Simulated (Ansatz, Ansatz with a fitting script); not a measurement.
# MgS (Niningerite): the order of polymorphs from LDA to RPA

Aim: the order of polymorphs of MgS (Niningerite) by density functionals and by RPA.

Method: density functionals and EXX+RPA, plane waves, in Ansatz 0.2.0.

Most raw output is cut from this account.

### Step 1. Set-up

The structure is cubic, space group Fm-3m (No. 225). Conventional cell: a = 5.189 Å, b = 5.189 Å, c = 5.189 Å, α = 90.00°, β = 90.00°, γ = 90.00°. Nearest to Mg lie 6 S at 2.59 Å. Nearest to S lie 6 Mg at 2.59 Å. Farther neighbours and most contacts between anions are not listed.

The structure was relaxed with r2SCAN+rVV10. The runs that relaxed it are not among those shown. The program's search for lower electronic states was switched off, so nothing shows that the state found is the lowest.

### Step 2. Energy LDA (polymorph Fm-3m)

This step: DFT, LDA, plane waves, PAW.

File input.yaml:

```yaml
crystal:
  lattice:
    - [0.0, 2.5945595473, 2.5945595473]
    - [2.5945595473, 0.0, 2.5945595473]
    - [2.5945595473, 2.5945595473, 0.0]
  atoms:
    - { symbol: Mg, position: [0.0, 0.0, 0.0] }
    - { symbol: S, position: [0.5, 0.5, 0.5] }
kpoints:
  mp_grid: { grid: [8, 8, 8] }
hamiltonian:
  xc: lda
  pseudopotentials: { kind: paw, source: ansatz }
scf:
  occupations: { method: fixed }
  n_extra_bands: 4
  lower_state_search: "off"
  convergence: { dr2_threshold: 1.0e-09 }
output:
  eigenvalues: true
```

On the command line:

```sh
ansatz run input.yaml --threads 8 --pin off --max-ram 18432MiB --backend cpu --events-out ev --progress --plain --runs-dir out
```

The job ended after 0.24 s (8 threads of Arm Neoverse V2, shared host; peak memory 0.29 GiB; 1.1 s of CPU time).

Total energy -2774.1639 eV.

### Step 3. Energy PBEsol (polymorph Fm-3m)

This step: DFT, PBEsol, plane waves, PAW.

input.yaml: that of step 2 with these lines changed.

```diff
@@ -11,3 +11,3 @@
 hamiltonian:
-  xc: lda
+  xc: pbesol
   pseudopotentials: { kind: paw, source: ansatz }
```

Run time: 0.25 s. Hardware: 8 threads; peak memory 0.29 GiB.

Total energy -2799.9137 eV.

### Step 4. Energy PBEsol-D3(BJ) (polymorph Fm-3m)

This step: DFT, PBEsol with D3(BJ) dispersion, plane waves, PAW.

input.yaml: that of step 3 with these lines changed.

```diff
@@ -13,2 +13,3 @@
   pseudopotentials: { kind: paw, source: ansatz }
+  dispersion: d3bj
 scf:
```

Elapsed: 0.25 s, on 8 threads; peak memory 0.29 GiB.

Total energy -2800.5202 eV.

### Step 5. Energy r2SCAN (polymorph Fm-3m)

r2SCAN sits between gradient functionals and hybrids in what it does to gaps, at little more than semilocal cost.

This step: DFT, r2SCAN, plane waves, PAW.

input.yaml: that of step 4 with these lines changed.

```diff
@@ -11,5 +11,4 @@
 hamiltonian:
-  xc: pbesol
+  xc: r2scan
   pseudopotentials: { kind: paw, source: ansatz }
-  dispersion: d3bj
 scf:
```

The job ended after 0.57 s (8 threads; peak memory 0.43 GiB; 3.4 s of CPU time).

Total energy -2835.5657 eV.

### Step 6. Energy r2SCAN+rVV10 (polymorph Fm-3m)

This step: DFT, r2SCAN with rVV10, plane waves, PAW.

input.yaml: that of step 5 with these lines changed.

```diff
@@ -13,2 +13,3 @@
   pseudopotentials: { kind: paw, source: ansatz }
+  dispersion: rvv10
 scf:
```

Wall time 1.1 s (8 threads); peak memory 0.48 GiB.

Total energy -2834.6056 eV.

### Step 7. Energy r2SCAN-D4 (polymorph Fm-3m)

This step: DFT, r2SCAN with D4 dispersion, plane waves, PAW.

input.yaml: that of step 6 with these lines changed.

```diff
@@ -13,3 +13,3 @@
   pseudopotentials: { kind: paw, source: ansatz }
-  dispersion: rvv10
+  dispersion: d4
 scf:
```

The job ended after 0.59 s (8 threads; peak memory 0.43 GiB).

Total energy -2835.7822 eV.

### Step 8. Energy HSE06 (polymorph Fm-3m)

HSE06 mixes in a quarter of exact exchange at short range. Exchange couples all pairs of k points, which makes a full band path dear, so levels are read on the mesh and at chosen points.

This step: DFT, HSE06, plane waves, PAW.

input.yaml: that of step 7 with these lines changed.

```diff
@@ -9,7 +9,6 @@
 kpoints:
-  mp_grid: { grid: [8, 8, 8] }
+  mp_grid: { grid: [5, 5, 5] }
 hamiltonian:
-  xc: r2scan
+  xc: hse06
   pseudopotentials: { kind: paw, source: ansatz }
-  dispersion: d4
 scf:
```

The job ended after 2.4 s (8 threads; peak memory 1.2 GiB).

Total energy -2829.7501 eV.

### Step 9. Energy HSE06-D3(BJ) (polymorph Fm-3m)

This step: DFT, HSE06 with D3(BJ) dispersion, plane waves, PAW.

input.yaml: that of step 8 with these lines changed.

```diff
@@ -13,2 +13,3 @@
   pseudopotentials: { kind: paw, source: ansatz }
+  dispersion: d3bj
 scf:
```

It took 2.3 s on 8 threads; peak memory 1.2 GiB.

Total energy -2830.5717 eV.

### Step 10. Energy RPA (polymorph Fm-3m)

The RPA correlation energy is summed at several response cutoffs, since it converges slowly from above.

This step: EXX+RPA on LDA, plane waves, norm-conserving pseudopotentials.

input.yaml, the sections that differ from step 9:

```yaml
hamiltonian:
  xc: lda
  pseudopotentials: { kind: nc, xc_functional: pbe }
scf:
  occupations: { method: fixed }
  lower_state_search: "off"
  convergence: { dr2_threshold: 1.0e-09 }
output:
  rpa_energy:
    ecut_chi_ladder: [204, 238, 272, 306, 340]
    long_wavelength: optical_limit
    n_empty_bands: 175
basis:
  ecutwfc: 1142.878222
  xc_grid: 3
# crystal, kpoints: as in step 9
```

Wall time 46 s (8 threads); peak memory 1 GiB; 5.3 min of CPU time.

This step gave:

| Property | Result |
| --- | --- |
| exact exchange energy | -263.8675 eV |
| RPA correlation energy | -21.19 eV |

Extrapolated from these cutoffs, the correlation energy is -10.60 eV per atom (fit error 0.09); such a limit moves with the range of cutoffs.

RPA ladder, by row:

```
response cutoff (eV)  mean plane waves  sphere-equivalent cutoff (eV)  correlation energy (eV)
                 204             230.5                          203.6                   -16.54
                 238             290.6                          237.7                   -17.34
                 272             355.2                          271.7                   -18.02
                 306             424.7                          306.1                   -18.61
                 340             496.6                          339.7                   -19.09
```

### Step 11. Energy Hartree-Fock on PAW files (polymorph Fm-3m)

Exact exchange on orbitals of the same functional is the other half of the RPA total energy; it is taken from PAW data, not from the files of the RPA run.

This step: Hartree-Fock energy on orbitals of LDA, plane waves, PAW.

input.yaml, the sections that differ from step 10:

```yaml
hamiltonian:
  xc: lda
  pseudopotentials: { kind: paw, source: ansatz, frozen_core: stored }
output:
  embedding: [{ level: hf }]
basis:
  ecutwfc: 1000
# crystal, kpoints, scf: as in step 10
```

The job ended after 23 s (8 threads; peak memory 3.3 GiB; 2.9 min of CPU time).

This step gave:

- Hartree-Fock energy on these orbitals: -2804.3604 eV

### Step 12. All cells and rungs

The same runs were made at every cell; a script gathers them. RPA correlation comes from norm-conserving files. It is added to exact exchange from a separate PAW run with frozen cores, on orbitals of the same functional but not those of the RPA run. Both sets of files were made for PBE. One row takes the correlation at one cutoff for all cells, another carries it to the limit cell by cell, where the extrapolations scatter.

Cells, by row:

```
   polymorph  atoms  volume per formula unit (Å³)
 Fm-3m (225)      2                         34.93
 F-43m (216)      2                         45.02
P6_3mc (186)      4                         44.99
```

Energy less that of the first cell; no zero-point or thermal terms; the two rows with exchange from PAW are two estimates of the RPA value: one cutoff favours the denser form, the extrapolation scatters; the order is settled only where both agree in sign beyond some 15 meV. Ladder, by row:

```
                                                                             level  Fm-3m (225), meV per formula unit  F-43m (216), meV per formula unit  P6_3mc (186), meV per formula unit  wall time, all cells (s)
                                                                               LDA                                  0                              170.3                               152.7                      2.29
                                                                            PBEsol                                  0                              155.2                               136.5                      2.32
                                                                     PBEsol-D3(BJ)                                  0                                287                               268.8                      2.32
                                                                            r2SCAN                                  0                               60.7                                  43                      4.79
                                                                      r2SCAN+rVV10                                  0                              113.9                                96.5                      7.86
                                                                         r2SCAN-D4                                  0                              102.4                                84.6                      4.82
                                                                             HSE06                                  0                               40.1                                19.8                     13.08
                                                                      HSE06-D3(BJ)                                  0                              218.3                               200.1                      13.2
                                            EXX (PAW, exact core-valence exchange)                                  0                             -329.1                              -346.4                         -
 EXX+RPA, exchange from PAW, correlation at one sphere-equivalent cutoff of 323 eV                                  0                               86.7                                68.4                      1385
                 EXX+RPA, exchange from PAW, correlation extrapolated in each cell                                  0                               77.1                                56.8                      1385
  EXX+RPA on norm-conserving files alone at that cutoff, core-valence term dropped                                  0                                 79                                61.3                      1385
EXX+RPA on norm-conserving files alone at that cutoff, core-valence term semilocal                                  0                               86.1                                67.4                      1385
                                                                   RPA correlation                                  0                              415.8                               414.8                      1385
```

### Step 13. Outcome

| Item | Value |
| --- | --- |
| LDA | lowest: Fm-3m (225) |
| PBEsol | lowest: Fm-3m (225) |
| PBEsol-D3(BJ) | lowest: Fm-3m (225) |
| r2SCAN | lowest: Fm-3m (225) |
| r2SCAN+rVV10 | lowest: Fm-3m (225) |
| r2SCAN-D4 | lowest: Fm-3m (225) |
| HSE06 | lowest: Fm-3m (225) |
| HSE06-D3(BJ) | lowest: Fm-3m (225) |
| EXX+RPA, exchange from PAW, correlation at one sphere-equivalent cutoff of 323 eV | lowest: Fm-3m (225) |
| EXX+RPA, exchange from PAW, correlation extrapolated in each cell | lowest: Fm-3m (225) |
| RPA settings | 5×5×5 and 5×5×3 mesh, response cutoffs up to 340 eV |

In words: Against the first cell the two RPA rows with exchange from PAW give F-43m (216) 77 to 87 meV and P6_3mc (186) 57 to 68 meV per formula unit; neither is exact, since one cutoff truncates unlike cells unequally and the extrapolation scatters. RPA puts Fm-3m (225) lowest of the 3 forms run, which need not hold the ground state; LDA, PBEsol, PBEsol-D3(BJ), r2SCAN, r2SCAN+rVV10, r2SCAN-D4, HSE06 and HSE06-D3(BJ) agree. Energies are for static lattices at cells relaxed by one functional; vibrations can shift such differences by some meV per atom. Each cell's own extrapolation carries a fit error of up to 91 meV per atom, and its limit still moves with the cutoffs, so totals aren't converged; only differences at equal settings are used. RPA is evaluated on semilocal orbitals, not self-consistently, on a coarse mesh. The cells differ in size and shape, so mesh and cutoff errors cancel only in part.

[Paths, hosts, dates, memory and timing lines, banners, echoed tables and standing remarks are left out of the program output.]

[Logs are printed without paths, hosts, clocks, repeated set-up lines and the standing remarks that a program may print on its own settings, such as how far it seeks lower states.]

[Runs of the session that timed out or met a known fault of the program may be left out.]

[Hosts, paths, dates, database ids (printed as entryN), source tags and the programs' standing remarks are cut or masked in the printed files.]
